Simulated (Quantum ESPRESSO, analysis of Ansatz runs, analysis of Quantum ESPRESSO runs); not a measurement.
**Ti on the Ga site in GaAs: charge-transition level, PBE (Quantum ESPRESSO)**

How near does this set-up come to the measured charge-transition level? Subject: Ti on the Ga site in GaAs. Set-up: PBE, JTH 2.0 PBE, 32-site cell, PBE lattice, k: the single point 1/4 1/4 1/4 then 2x2x2 shifted, dielectric constants 10.9 and 12.9 (handbook). The model is a cell of 32 host atoms with 1 Ga taken out and 1 Ti put in. The level is the Fermi energy at which two charge states have equal formation energy, after a correction for the images of the charge. Other potentials or another program check that the number doesn't hang on one set of files.

What was measured. (+1/0) level below the conduction-band bottom: 0.9 eV, by DLTS; Ti(4+/3+) donor level, value from Fig. 2 (“Band-Edge Hydrostatic Deformation Potentials in III-V Semiconductors”, 1987, D. D. Nolte, W. Walukiewicz, and E. E. Haller). The runs below try to reproduce this.

Main program and level: Quantum ESPRESSO 7.5; Quantum ESPRESSO plane-wave DFT, PBE, JTH 2.0 PBE potentials; relaxation of all atoms of a defect supercell.

Report form: the programs' logs are mostly left out.

## 1. The structure

The cell holds 32 atoms: 15 Ga, 1 Ti and 16 As. Its edges and angles: a = 9.947 Å, b = 9.947 Å, c = 9.947 Å, α = 109.5°, β = 109.5°, γ = 109.5°. It derives from GaAs (space group F-43m). Nearest the centre at fractional (0.250, 0.500, 0.250): Ti7 at 0.05 Å, As19 at 2.47 Å, As23 at 2.47 Å, As22 at 2.52 Å, As28 at 2.52 Å, Ga10 at 4.01 Å, Ga1 at 4.01 Å, Ga12 at 4.04 Å. The cell carries charge +1.

The host's primitive cell comes from a first run (Quantum ESPRESSO plane-wave DFT, PBE, JTH 2.0 PBE potentials; relaxation of cell and atoms of a defect-free cell): vectors of 4.061, 4.061 and 4.061 Å. That is 23.68 Å³ an atom, 4.8 % over the diffraction cell's volume. The supercell is built on it.

## 2. Relaxation, charge +1

Every later number rests on the structure around the defect, so the atoms are relaxed at the host's lattice first.

The input, pw.in:

```
&CONTROL
  calculation = 'relax'
  prefix = 'pwscf'
  outdir = './tmp'
  pseudo_dir = './pseudo'
  tprnfor = .true.
  disk_io = 'low'
  nstep = 70
  forc_conv_thr = 0.00078
  etot_conv_thr = 0.0001
/
&SYSTEM
  ibrav = 0
  nat = 32
  ntyp = 3
  ecutwfc = 36
  ecutrho = 216
  nbnd = 227
  occupations = 'smearing'
  smearing = 'fd'
  degauss = 0.00073499
  tot_charge = 1
  nosym = .true.
/
&ELECTRONS
  conv_thr = 3d-08
  electron_maxstep = 100
  mixing_beta = 0.5
/
&IONS
  ion_dynamics = 'bfgs'
/
ATOMIC_SPECIES
Ga    69.7230 Ga.GGA_PBE-JTH.UPF
Ti    47.8670 Ti.GGA_PBE-JTH.UPF
As    74.9216 As.GGA_PBE-JTH.UPF
CELL_PARAMETERS angstrom
  -5.7429834146    5.7429834146   -5.7429834146
   5.7429834146    5.7429834146    5.7429834146
   5.7429834146   -5.7429834146   -5.7429834146
ATOMIC_POSITIONS crystal
Ga     0.0041757633    0.0057593585    0.0020233920
Ga     0.0009149931    0.2485723281    0.7451869861
Ga    -0.0024355641    0.4987876230    0.5034004838
Ga    -0.0031752622    0.7529531621    0.2494600655
Ga     0.2496718668    0.0022249883    0.7551179541
Ga     0.2453828242    0.2454610755    0.4943725992
Ti     0.2530074659    0.4982609595    0.2535675394
Ga     0.2482749460    0.7532269622   -0.0024005417
[... 20 atom lines left out ...]
As     0.7444713960   -0.0007018775   -0.0031296652
As     0.7540106075    0.2520565757    0.7482091591
As     0.7550410845    0.5018582858    0.5051166810
As     0.7456037335    0.7445330895    0.2484104939
K_POINTS crystal
1
0.25 0.25 0.25 1.0
```

Started as:

```console
$ OMP_NUM_THREADS=1 mpirun -n 4 pw.x -in pw.in > pw.out
```

It took 21 min on 4 MPI ranks of Arm Neoverse V2, shared host; peak memory 1.4 GiB.

Relaxation path:

| step | energy less that of the first step (eV) |
| --- | --- |
| 0 | 0.0000 |
| 1 | -0.1846 |
| 2 | -0.3076 |
| 3 | -0.3585 |
| 4 | -0.3624 |
| 5 | -0.3666 |
| 6 | -0.3716 |
| 7 | -0.3754 |
| 8 | -0.3765 |
| 9 | -0.3778 |
| 10 | -0.3794 |
| 11 | -0.3802 |
| 12 | -0.3807 |
| 13 | -0.3813 |
| 14 | -0.3817 |

The atoms that moved most (Å):

| atom | dx | dy | dz | length |
| --- | --- | --- | --- | --- |
| Ga1 | -0.033 | -0.057 | 0.026 | 0.071 |
| Ga10 | -0.044 | 0.022 | -0.045 | 0.066 |
| Ga12 | 0.059 | -0.023 | 0.008 | 0.064 |
| Ga6 | 0.046 | 0.003 | -0.042 | 0.063 |
| Ga11 | -0.010 | 0.008 | -0.061 | 0.062 |
| As32 | 0.021 | 0.056 | 0.008 | 0.060 |
| As23 | 0.022 | 0.002 | 0.052 | 0.057 |
| Ga15 | -0.029 | 0.002 | 0.048 | 0.056 |

Final coordinates:

```
CELL_PARAMETERS angstrom
-5.74298 5.74298 -5.74298
5.74298 5.74298 5.74298
5.74298 -5.74298 -5.74298
ATOMIC_POSITIONS crystal
Ga 0.99689 0.99786 0.99684
Ga 0.99677 0.24724 0.74695
Ga 0.99993 0.49961 0.50225
Ga 0.99973 0.75288 0.24957
Ga 0.25030 0.00007 0.75043
Ga 0.24931 0.24972 0.50211
Ti 0.24952 0.50009 0.24964
Ga 0.24910 0.75300 0.99999
Ga 0.49929 0.00232 0.49945
Ga 0.50244 0.25085 0.24990
Ga 0.50205 0.50023 0.00005
Ga 0.49896 0.74929 0.75169
Ga 0.74880 0.99992 0.24934
Ga 0.74715 0.24717 0.99684
Ga 0.74924 0.49985 0.74931
Ga 0.75254 0.75023 0.49962
As 0.00087 0.00007 0.74949
As 0.99831 0.24857 0.49861
As 0.99929 0.50007 0.24945
As 0.99810 0.74945 0.99851
As 0.24945 0.99992 0.50097
As 0.24945 0.24987 0.24966
As 0.24938 0.50004 0.99943
As 0.24946 0.75058 0.74980
As 0.50007 0.00054 0.24971
As 0.49929 0.24964 0.99907
As 0.50027 0.49969 0.74980
As 0.49994 0.75014 0.49982
As 0.74900 0.99945 0.00009
As 0.74923 0.25068 0.74928
As 0.75018 0.50035 0.50075
As 0.74972 0.75119 0.24952
```

Neighbours of Ti7 at the end:

| atom | distance (Å) |
| --- | --- |
| As23 | 2.488 |
| As19 | 2.488 |
| As22 | 2.489 |
| As28 | 2.489 |
| Ga12 | 4.078 |
| Ga11 | 4.078 |
| Ga10 | 4.079 |
| Ga3 | 4.079 |
| Ga9 | 4.079 |
| Ga1 | 4.079 |
| Ga14 | 4.080 |
| Ga8 | 4.082 |
| Ga4 | 4.082 |
| Ga2 | 4.083 |
| Ga6 | 4.084 |
| Ga16 | 4.085 |

First to last step the energy falls by 0.382 eV; the largest move, 0.07 Å, is that of Ga1. Judged within 0.08 Å, the space group went from P1 to I-43m.

## 3. Single point, charge +1

The relaxed structure is kept, and the final numbers are taken at the final level and k-points.

This step: Quantum ESPRESSO plane-wave DFT, PBE, JTH 2.0 PBE potentials; single point of a defect supercell.

The input, pw.in:

```
&CONTROL
  calculation = 'scf'
  prefix = 'pwscf'
  outdir = './tmp'
  pseudo_dir = './pseudo'
  tprnfor = .true.
  disk_io = 'low'
/
&SYSTEM
  ibrav = 0
  nat = 32
  ntyp = 3
  ecutwfc = 36
  ecutrho = 216
  nbnd = 227
  occupations = 'smearing'
  smearing = 'fd'
  degauss = 0.00073499
  tot_charge = 1
  nosym = .true.
/
&ELECTRONS
  conv_thr = 3d-08
  electron_maxstep = 100
  mixing_beta = 0.5
/
ATOMIC_SPECIES
Ga    69.7230 Ga.GGA_PBE-JTH.UPF
Ti    47.8670 Ti.GGA_PBE-JTH.UPF
As    74.9216 As.GGA_PBE-JTH.UPF
CELL_PARAMETERS angstrom
  -5.7429834146    5.7429834146   -5.7429834146
   5.7429834146    5.7429834146    5.7429834146
   5.7429834146   -5.7429834146   -5.7429834146
ATOMIC_POSITIONS crystal
Ga    -0.0031074966   -0.0021430357   -0.0031638827
Ga    -0.0032272153    0.2472443821    0.7469497399
Ga    -0.0000735873    0.4996052543    0.5022539671
[... 2 atom lines left out ...]
Ga     0.2493113245    0.2497232894    0.5021059237
Ti     0.2495202854    0.5000942316    0.2496389978
[... 1 atom line left out ...]
Ga     0.4992942083    0.0023173264    0.4994524689
Ga     0.5024404338    0.2508524391    0.2499041985
Ga     0.5020544951    0.5002311414    0.0000525187
Ga     0.4989589420    0.7492886664    0.7516923144
[... 6 atom lines left out ...]
As    -0.0007126946    0.5000706803    0.2494453285
[... 2 atom lines left out ...]
As     0.2494537772    0.2498735475    0.2496644949
As     0.2493764529    0.5000414393   -0.0005710368
[... 4 atom lines left out ...]
As     0.4999433210    0.7501353022    0.4998196675
[... 3 atom lines left out ...]
As     0.7497228004    0.7511943747    0.2495174962
K_POINTS automatic
2 2 2 1 1 1
```

The input, pp_potential.in:

```
&INPUTPP
  prefix = 'pwscf'
  outdir = './tmp'
  filplot = 'potential.dat'
  plot_num = 11
/
&PLOT
  nfile = 1
  filepp(1) = 'potential.dat'
  iflag = 3
  output_format = 6
  fileout = 'potential.cube'
/
```

Started as:

```console
$ OMP_NUM_THREADS=1 mpirun -n 4 pw.x -nk 2 -in pw.in > pw.out
$ OMP_NUM_THREADS=1 mpirun -n 4 pp.x -in pp_potential.in > pp_potential.out
```

The job ended after 5.6 min (4 MPI ranks; peak memory 2 GiB; 22 min of CPU time).

## 4. Relaxation, charge 0

The input, pw.in:

```
&CONTROL
  calculation = 'relax'
  prefix = 'pwscf'
  outdir = './tmp'
  pseudo_dir = './pseudo'
  tprnfor = .true.
  disk_io = 'low'
  nstep = 70
  forc_conv_thr = 0.00078
  etot_conv_thr = 0.0001
/
&SYSTEM
  ibrav = 0
  nat = 32
  ntyp = 3
  ecutwfc = 36
  ecutrho = 216
  nbnd = 228
  occupations = 'smearing'
  smearing = 'fd'
  degauss = 0.00073499
  nspin = 2
  starting_magnetization(1) = 0.0385
  starting_magnetization(2) = 0.0417
  starting_magnetization(3) = 0.0333
  tot_magnetization = 1
  nosym = .true.
/
&ELECTRONS
  conv_thr = 3d-08
  electron_maxstep = 100
  mixing_beta = 0.3
/
&IONS
  ion_dynamics = 'bfgs'
/
ATOMIC_SPECIES
Ga    69.7230 Ga.GGA_PBE-JTH.UPF
Ti    47.8670 Ti.GGA_PBE-JTH.UPF
As    74.9216 As.GGA_PBE-JTH.UPF
CELL_PARAMETERS angstrom
  -5.7429834146    5.7429834146   -5.7429834146
   5.7429834146    5.7429834146    5.7429834146
   5.7429834146   -5.7429834146   -5.7429834146
ATOMIC_POSITIONS crystal
Ga     0.0041757633    0.0057593585    0.0020233920
Ga     0.0009149931    0.2485723281    0.7451869861
[... 3 atom lines left out ...]
Ga     0.2453828242    0.2454610755    0.4943725992
Ti     0.2530074659    0.4982609595    0.2535675394
[... 1 atom line left out ...]
Ga     0.4944783741   -0.0015434766    0.4957413915
Ga     0.4966577115    0.2528059782    0.2498625689
Ga     0.4960841158    0.5004198081   -0.0043305035
Ga     0.5016217045    0.7461260532    0.7472481571
[... 3 atom lines left out ...]
Ga     0.7533730962    0.7495366765    0.4972857918
[... 2 atom lines left out ...]
As     0.0018341572    0.5024178732    0.2468324181
[... 2 atom lines left out ...]
As     0.2464227681    0.2440322964    0.2457178490
As     0.2537240193    0.4979391173    0.0020846346
[... 4 atom lines left out ...]
As     0.5059427755    0.7515954935    0.5027109628
[... 3 atom lines left out ...]
As     0.7456037335    0.7445330895    0.2484104939
K_POINTS crystal
1
0.25 0.25 0.25 1.0
```

Started as:

```console
$ OMP_NUM_THREADS=1 mpirun -n 4 pw.x -in pw.in > pw.out
```

Elapsed: 50 min, on 4 MPI ranks; peak memory 1.7 GiB; 3.3 h of CPU time.

The steps of the relaxation:

| step | energy less that of the first step (eV) |
| --- | --- |
| 0 | 0.0000 |
| 1 | -0.1753 |
| 2 | -0.2946 |
| 3 | -0.3450 |
| 4 | -0.3488 |
| 5 | -0.3533 |
| 6 | -0.3583 |
| 7 | -0.3625 |
| 8 | -0.3644 |
| 9 | -0.3658 |
| 10 | -0.3674 |
| 11 | -0.3687 |
| 12 | -0.3693 |
| 13 | -0.3699 |
| 14 | -0.3704 |
| 15 | -0.3706 |

The atoms that moved most (Å):

| atom | dx | dy | dz | length |
| --- | --- | --- | --- | --- |
| Ga1 | -0.036 | -0.056 | -0.002 | 0.067 |
| Ga10 | -0.048 | -0.008 | -0.044 | 0.066 |
| Ga9 | 0.019 | 0.028 | -0.054 | 0.064 |
| As19 | 0.037 | -0.051 | -0.007 | 0.063 |
| Ga12 | 0.062 | 0.006 | 0.007 | 0.063 |
| As23 | 0.002 | 0.009 | 0.060 | 0.061 |
| As31 | 0.001 | -0.022 | 0.056 | 0.060 |
| As25 | -0.026 | -0.042 | -0.033 | 0.059 |

The relaxed structure:

```xyz
32
Lattice="-5.7430 5.7430 -5.7430 5.7430 5.7430 5.7430 5.7430 -5.7430 -5.7430" Properties=species:S:1:pos:R:3 pbc="T T T"
Ga   -0.0156   -0.0109   -0.0043
Ga    5.7275   -2.8602   -2.8519
Ga    5.7561   -0.0155    0.0147
Ga    5.7606    2.8608    2.8924
Ga    2.8726   -2.8713   -5.7450
Ga    2.8664   -0.0084   -2.8740
Ti    2.8718    2.8699    0.0040
Ga    2.8720    5.7465    2.8846
Ga    0.0169    0.0119   -5.7497
Ga   -0.0133    2.8613   -2.8796
Ga   -0.0124    5.7560    0.0175
Ga    5.7579    2.8808   -2.8798
Ga   -2.8693    2.8688   -5.7340
Ga   -2.8686    5.7359   -2.8617
Ga    2.8711    2.8708   -5.7349
Ga    2.8770    5.7522   -2.8740
As    4.3040   -4.3011   -4.3065
As    4.2935   -1.4350   -1.4182
As    4.3295    1.4275    1.4504
As    4.2980    4.2934    4.3137
As    1.4405   -1.4418   -4.3070
As    1.4148    1.4254   -1.4407
As    1.4163    4.3142    1.4509
As    7.1810    1.4357   -1.4300
As   -1.4436    1.4314   -4.3130
As   -1.4352    4.3070   -1.4298
As    4.2958    1.4462   -4.2992
As    4.3280    4.3163   -1.4405
As   -4.2967    4.3086   -4.3157
As    1.4479    1.4484   -7.1759
As    1.4478    4.2959   -4.2990
As    1.4494    7.1761   -1.4155
```

Neighbours of Ti7 at the end:

| atom | distance (Å) |
| --- | --- |
| As22 | 2.509 |
| As19 | 2.510 |
| As23 | 2.510 |
| As28 | 2.510 |
| Ga14 | 4.069 |
| Ga6 | 4.070 |
| Ga8 | 4.071 |
| Ga16 | 4.073 |
| Ga1 | 4.079 |
| Ga10 | 4.079 |
| Ga3 | 4.080 |
| Ga12 | 4.080 |
| Ga11 | 4.080 |
| Ga9 | 4.082 |
| Ga2 | 4.083 |
| Ga4 | 4.085 |

Numbers from this step:

```
total moment                          : 1.000 μB
integral of the absolute spin density : 1.254 μB
```

From the first step to the last the energy fell by 0.371 eV, and the largest move was 0.07 Å (Ga1). Judged within 0.08 Å, the space group went from P1 to I-43m.

## 5. Single point, charge 0

This step: Quantum ESPRESSO plane-wave DFT, PBE, JTH 2.0 PBE potentials; single point of a defect supercell.

The input, pw.in:

```
&CONTROL
  calculation = 'scf'
  prefix = 'pwscf'
  outdir = './tmp'
  pseudo_dir = './pseudo'
  tprnfor = .true.
  disk_io = 'low'
/
&SYSTEM
  ibrav = 0
  nat = 32
  ntyp = 3
  ecutwfc = 36
  ecutrho = 216
  nbnd = 228
  occupations = 'smearing'
  smearing = 'fd'
  degauss = 0.00073499
  nspin = 2
  starting_magnetization(1) = 0.0385
  starting_magnetization(2) = 0.0417
  starting_magnetization(3) = 0.0333
  tot_magnetization = 1
  nosym = .true.
/
&ELECTRONS
  conv_thr = 3d-08
  electron_maxstep = 100
  mixing_beta = 0.3
/
ATOMIC_SPECIES
Ga    69.7230 Ga.GGA_PBE-JTH.UPF
Ti    47.8670 Ti.GGA_PBE-JTH.UPF
As    74.9216 As.GGA_PBE-JTH.UPF
CELL_PARAMETERS angstrom
  -5.7429834146    5.7429834146   -5.7429834146
   5.7429834146    5.7429834146    5.7429834146
   5.7429834146   -5.7429834146   -5.7429834146
ATOMIC_POSITIONS crystal
Ga    -0.0005778191   -0.0023105768   -0.0009901297
Ga    -0.0007166233    0.2496363986    0.7469475267
[... 3 atom lines left out ...]
Ga     0.2494928414    0.2488278933    0.4997762778
Ti     0.2495141243    0.4998888198    0.2496732513
Ga     0.2491660533    0.7503547381   -0.0010961243
[... 1 atom line left out ...]
Ga     0.4998265115    0.2479591404    0.2495523819
Ga     0.4996018295    0.5000539005   -0.0026030115
Ga     0.5015334611    0.7521114816    0.7520242534
[... 1 atom line left out ...]
Ga     0.7485286880    0.2496277884   -0.0006017148
[... 1 atom line left out ...]
Ga     0.7510244368    0.7512859553    0.5006973288
[... 2 atom lines left out ...]
As    -0.0019931369    0.5012212049    0.2506696313
[... 2 atom lines left out ...]
As     0.2495357627    0.2472767629    0.2486103921
As     0.2492842414    0.4989075641   -0.0030159787
[... 4 atom lines left out ...]
As     0.5012015110    0.7525973721    0.5022241781
[... 3 atom lines left out ...]
As     0.7480054565    0.7509519131    0.2494235554
K_POINTS automatic
2 2 2 1 1 1
```

pp_potential.in is that of step 3.

Started as:

```console
$ OMP_NUM_THREADS=1 mpirun -n 4 pw.x -nk 2 -in pw.in > pw.out
$ OMP_NUM_THREADS=1 mpirun -n 4 pp.x -in pp_potential.in > pp_potential.out
```

Run time: 14 min. Hardware: 4 MPI ranks; peak memory 2.4 GiB.

Numbers from this step:

```
total moment                          : 1.0000 μB
integral of the absolute spin density : 1.214 μB
```

## 6. Charge-transition levels

Analysis of the runs above: levels from Quantum ESPRESSO plane-wave DFT, PBE, JTH 2.0 PBE potentials energies with an image-charge correction aligned at atomic sites (own code after Kumagai and Oba).

It gives:

| Item | Value |
| --- | --- |
| gap | 0.1653 eV |

## 7. Summary of results

- static dielectric constant used: 12.9
- band gap of the host: 0.17 eV
- (plus 1/0) level below the conduction-band bottom: -0.18 eV

What this shows: (+1/0) level below the conduction-band bottom: computed -0.18 eV, measured 0.9 eV; 1.08 eV shallower than the measurement. The computed level lies at or beyond a band edge, so this set-up gives no level clear of the bands. The level is counted in a gap of 0.17 eV, and the correction is screened by a dielectric constant of 12.9 from a handbook. Levels hang on the band edges, which semilocal functionals place too close together. The total moment is locked at the high-spin value, which doesn't force the spin onto the d shell; spin-orbit coupling, which lowers the gap of these hosts' heavier members, is left out. Limits: the total moment of each charge state is locked at an assumed value.

[Logs are printed without paths, hosts, clocks, repeated set-up lines and the standing remarks that a program may print on its own settings, such as how far it seeks lower states.]

[Hosts, paths, dates, database ids (printed as entryN), source tags and the programs' standing remarks are cut or masked in the printed files.]

[For some hosts the program warned that the k-mesh of the response run may be too coarse for force constants and the static dielectric constant; such warnings are not shown here.]
